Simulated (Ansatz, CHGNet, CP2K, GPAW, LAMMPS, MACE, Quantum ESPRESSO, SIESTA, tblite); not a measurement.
# tblite on aqueous Li+ and I-, 1.5 mol of salt per kg of water at 360 K (110 atoms): settings against a plane-wave reference

Aim: run aqueous Li+ and I-, 1.5 mol of salt per kg of water at 360 K (110 atoms) in tblite and see how near its forces come to a plane-wave reference, and at what cost.

Calculated with tblite 0.8.0; the method is named at each step.

## 1. Set-up

The cell holds 110 atoms: 36 O, 72 H, 1 Li and 1 I. Cell: a = 10.442 Å, b = 10.442 Å, c = 10.442 Å, α = 90.0°, β = 90.0°, γ = 90.0°. 36 H2O, 1 Li+, 1 I- placed at random, at 1.14 g/cm³; overlaps pushed apart, then 10 ps at 420 K with Joung-Cheatham ions (J. Phys. Chem. B 112, 9020 (2008)); SPC/E water (Berendsen, Grigera and Straatsma, J. Phys. Chem. 91, 6269 (1987)). Snapshot after 20 ps at 360 K and fixed volume.

The yardstick, on the same geometry:

| Quantity | Value |
| --- | --- |
| method | Kohn-Sham DFT, PBE, PAW, plane waves (Ansatz 0.2.0); cutoff 420 eV, Γ point, fermi-dirac smearing of 0.05 eV; PAW set soft_2 |
| r.m.s. force component | 0.5483 eV/Å |
| longest force | 1.693 eV/Å |
| pressure | -1.82 GPa |
| gap (highest filled to lowest empty level) | 3.643 eV |
| SCF cycles | 9 |
| time | 5.3 s on 8 threads of Arm Neoverse V2, shared host |
| CPU time | 37 s |

## 2. GFN2-xTB

Method: GFN2-xTB tight binding, diagonalisation.

Input file run.py:

```python
import numpy as np
from ase.io import read
from tblite.ase import TBLite

atoms = read("structure.xyz")
atoms.calc = TBLite(method="GFN2-xTB", electronic_temperature=580, accuracy=1.0, max_iterations=250, mixer_damping=0.4, verbosity=1)
energy = atoms.get_potential_energy()
forces = atoms.get_forces()
print(f"energy {energy:.6f} eV")
print("forces (eV/A)")
for i, (a, f) in enumerate(zip(atoms, forces)):
    print(f"{i:4d} {a.symbol:2s} {f[0]:10.5f} {f[1]:10.5f} {f[2]:10.5f}")
stress = -atoms.get_stress(voigt=False) * 160.21766
print("stress (GPa, compression positive)")
for row in stress:
    print(" ".join(f"{x:10.4f}" for x in row))
print("charges (e)")
print(np.array2string(atoms.get_charges(), precision=4, suppress_small=True, max_line_width=110, threshold=100000))
```

Input file structure.xyz:

```xyz
110
Lattice="10.44226 0.00000 0.00000 0.00000 10.44226 0.00000 0.00000 0.00000 10.44226" Properties=species:S:1:pos:R:3 pbc="T T T"
O 4.42867 0.32841 0.52002
H 4.01787 0.34574 1.43153
H 4.75133 1.24461 0.28236
O 1.91448 0.55156 5.84631
H 2.65171 0.25270 6.45227
H 1.67546 1.49993 6.05463
O 5.08538 1.64977 5.28076
H 5.48866 0.73461 5.27616
H 4.40120 1.70888 6.00764
O 7.56584 7.55832 6.06142
H 7.50861 6.91831 6.82767
H 7.32274 7.08622 5.21403
O 7.38299 6.64389 8.93200
H 7.32900 7.58338 9.27001
H 8.34128 6.36289 8.87978
O 1.44563 0.59657 9.54287
H 2.08407 10.27644 9.64844
H 0.60262 0.26878 9.11630
O 7.42413 3.98195 9.89049
H 7.82919 3.32001 9.25978
H 7.51561 4.90275 9.51133
O 4.90985 5.89142 7.04142
H 5.51717 5.12339 6.83811
H 5.38674 6.54761 7.62619
O 0.73420 1.62659 1.63881
H 1.43320 1.33703 2.29270
H 0.92205 1.21631 0.74641
O 9.87639 1.14468 4.30211
H 9.27241 1.32502 5.07849
H 0.25009 0.66173 4.61976
O 9.08665 9.99711 0.97510
H 9.56553 9.20141 1.34590
H 8.91414 9.85770 0.00000
O 6.74841 3.92055 6.03051
H 7.56479 3.62158 6.52474
H 6.21555 3.12119 5.75275
O 2.13805 6.52526 0.87026
H 1.52854 5.74397 0.73597
H 2.96571 6.22474 1.34413
O 8.65016 9.17321 8.92134
H 8.91685 8.36843 8.39098
H 8.86757 10.00066 8.40362
O 10.15468 6.53456 8.40905
H 0.34240 5.76517 8.51462
H 0.17982 7.28661 7.94426
O 0.42260 4.37562 0.83277
H 9.96808 4.42574 0.39305
H 0.61766 3.42788 1.08516
O 1.23041 8.42325 7.22949
H 1.88692 8.66718 7.94322
H 0.93897 9.24986 6.74810
O 5.15597 2.72198 0.23359
H 5.38037 2.55418 1.19355
H 5.75191 3.43926 10.31476
O 8.51681 4.75196 3.57929
H 8.17733 4.48819 4.48224
[... 50 atom lines left out ...]
H 1.73655 7.87900 5.20338
H 1.03117 6.65673 4.38189
Li 9.18679 1.08725 2.33374
I 9.14063 1.86937 7.67172
```

Launch:

```sh
> OMP_NUM_THREADS=1 python run.py > output.txt
```

Output:

```text
------------------------------------------------------------
  cycle        total energy    energy error   density error
------------------------------------------------------------
      1     -185.7575487205  -1.8662582E+02   2.4461200E-01
      2     -186.7197866801  -9.6223796E-01   1.1303674E-01
      3     -186.9610780060  -2.4129133E-01   3.0165034E-02
      4     -186.9416724604   1.9405546E-02   3.0411253E-02
      5     -186.9715169389  -2.9844478E-02   4.6741997E-03
      6     -186.9720723097  -5.5537083E-04   8.4972056E-04
      7     -186.9720531593   1.9150424E-05   8.6081705E-04
      8     -186.9720752262  -2.2066908E-05   1.1255878E-04
      9     -186.9720754200  -1.9385641E-07   4.3317039E-05
     10     -186.9720754285  -8.4303338E-09   1.3084207E-05
------------------------------------------------------------
 total:                                   8.088 sec
energy -5087.769320 eV
forces (eV/A)
   0 O    -0.27490    0.04991    0.61169
   1 H     0.36697    0.26557   -0.90971
   2 H    -0.58380   -1.14534    0.39145
   3 O    -0.09973   -0.17657    0.36590
   4 H    -0.52949    0.72148   -0.55258
   5 H     0.56125   -0.82135   -0.14495
   6 O    -0.20880    0.04371    0.70731
   7 H    -0.67364    0.80030    0.14320
   8 H     1.04563   -0.55668   -0.79427
   9 O    -0.37933   -0.98307   -0.30629
  10 H    -0.04337    0.68197   -1.08143
  11 H     0.34989    0.34598    1.38208
  12 O     0.47466    0.40095    0.00842
  13 H     0.26538   -1.27360   -0.39657
  14 H    -0.60996    0.94184    0.05541
  15 O    -0.39202   -0.96931   -0.25239
  16 H    -0.75945    0.51668   -0.13668
  17 H     1.25739    0.31543    0.62561
  18 O     0.21264    0.30116   -0.96212
  19 H    -0.34237    0.95397    0.58057
  20 H    -0.27840   -1.22148    0.43713
  21 O     0.78570    0.18796    0.53508
  22 H    -0.33370    0.87082    0.21765
  23 H    -0.34641   -1.13678   -0.80615
[...]
102 O    -0.37857   -0.57838    0.79562
 103 H    -0.85008    0.26422   -0.68176
 104 H     1.34976    0.08937    0.20111
 105 O    -0.34130   -0.48312    1.00465
 106 H    -0.54476   -0.65792   -0.97744
 107 H     0.65086    0.84439    0.15747
 108 Li   -0.22676    0.10182   -0.04874
 109 I    -0.30653   -0.03377    0.10655
stress (GPa, compression positive)
   -3.3168     0.3152    -0.8668
    0.3152    -2.6597     0.5011
   -0.8668     0.5011    -3.3826
charges (e)
[-0.6394  0.2916  0.3127 -0.6363  0.2842  0.2897 -0.5904  0.2961  0.2873 -0.5592  0.2833  0.2802 -0.5845
  0.3015  0.2965 -0.5667  0.3017  0.2867 -0.5839  0.2841  0.2916 -0.5632  0.2993  0.2799 -0.5438  0.3023
  0.3043 -0.5186  0.2886  0.2948 -0.5685  0.3066  0.2989 -0.5832  0.2706  0.2922 -0.5644  0.3245  0.277
 -0.5805  0.2983  0.2786 -0.6128  0.2905  0.2926 -0.576   0.2826  0.303  -0.5749  0.3051  0.2879 -0.5937
  0.3225  0.3065 -0.5739  0.2729  0.307  -0.6013  0.2877  0.299  -0.5879  0.2931  0.301  -0.6046  0.2814
  0.3103 -0.5681  0.2887  0.3039 -0.569   0.3035  0.2889 -0.5973  0.2778  0.2964 -0.516   0.2824  0.3045
 -0.6058  0.3036  0.2763 -0.5428  0.2786  0.2766 -0.6025  0.282   0.3049 -0.5571  0.2875  0.2852 -0.5792
  0.3123  0.271  -0.5721  0.2991  0.2951 -0.5447  0.2986  0.3148 -0.6123  0.2942  0.2935 -0.5636  0.2966
  0.2935 -0.5562  0.2906  0.2904  0.4176 -0.7596]
```

The job ended after 8.6 s (1 thread of Arm Neoverse V2, shared host; peak memory 0.11 GiB).

Banners, paths, timers and routine set-up lines are dropped from the logs unmarked, and long logs keep their key lines alone; longer cuts are marked.

Numbers from this run, and their distance from the reference:

```
r.m.s. force component                  : 0.6658 eV/Å
r.m.s. difference of force components   : 264 meV/Å
longest difference of force vectors     : 828.4 meV/Å
force difference over r.m.s. force      : 48.15 %
slope of forces against the reference's : 1.121
correlation of force components         : 0.9235
pressure                                : -3.12 GPa
pressure difference                     : -1.299 GPa
```

Length of the force difference by element (eV/Å):

```
element  atoms   mean   most
      H     72   0.39   0.80
      I      1  0.094  0.094
     Li      1   0.11   0.11
      O     36   0.53   0.83
```

A closer look about H77, which bears the longest force: 9 atoms, nearest first, numbered in the order of the input, with positions taken from that point.

```
 atom      x      y      z  distance (Å)  bonds  Mulliken charge (e)     Fx     Fy  Fz (eV/Å)
  H77   0.00   0.00   0.00          0.00      1                 0.28   0.88   0.28       1.46
  O76   0.64   0.29   0.71          1.00      3                -0.52  -0.83  -0.50      -0.05
  H78   0.33  -0.06   1.60          1.63      1                 0.30   0.02   0.22      -1.58
Li109   2.50   0.97   0.07          2.69      5                 0.42  -0.23   0.10      -0.05
  O31   2.40  -0.56  -1.29          2.78      3                -0.57   0.09  -0.38      -0.21
   H2  -2.67   0.23  -0.83          2.80      1                 0.29   0.37   0.27      -0.91
   O1  -2.26   0.21  -1.74          2.86      2                -0.64  -0.27   0.05       0.61
 O103  -0.87  -1.07   2.51          2.87      2                -0.56  -0.38  -0.58       0.80
  H53  -1.30   2.44  -1.07          2.97      1                 0.32  -0.08   0.89      -0.64
```

Atoms are counted from 1 here, from 0 in the log.

Forces lie 48 % from the reference's, at 0.23 times its CPU time (on 1 against 8 cores).

Left out of this page: tblite IPEA1-xTB (killed or ended with an error).

## 3. Outcome

```json
{
  "force difference from the reference": "tblite GFN2-xTB, 48 %",
  "its CPU time": "8.6 s"
}
```

In words: Tight binding differs by 48 % (tblite GFN2-xTB); it is another model, with fitted parameters of its own, and the xTB methods hold dispersion. One electronic-structure run takes under half the reference's CPU time: tblite GFN2-xTB, at 48 % in 8.6 s against 37 s. Periodic xTB results under one method name differ between programs and library versions. The network of contacts between molecules at the start is that of the classical potential that made the cell, and needn't be the one that DFT or experiment would give. The reference's PBE has no dispersion term, which matters for the binding between molecules or layers. The density was typed from a rule of thumb and may lie off the real one at this temperature. The electronic-structure runs sample only Γ, in a cell whose shortest periodic width is 10 Å. Spin–orbit coupling is left out, which matters for the levels of the heavy elements.

[Also dropped from logs without a mark: logging warnings of Python, and SIESTA's first energy breakdown and zero terms.]

[Logs are printed without paths, hosts, clocks, repeated set-up lines and the standing remarks that a program may print on its own settings, such as how far it seeks lower states.]

[Hosts, paths, dates, database ids (printed as entryN), source tags and the programs' standing remarks are cut or masked in the printed files.]
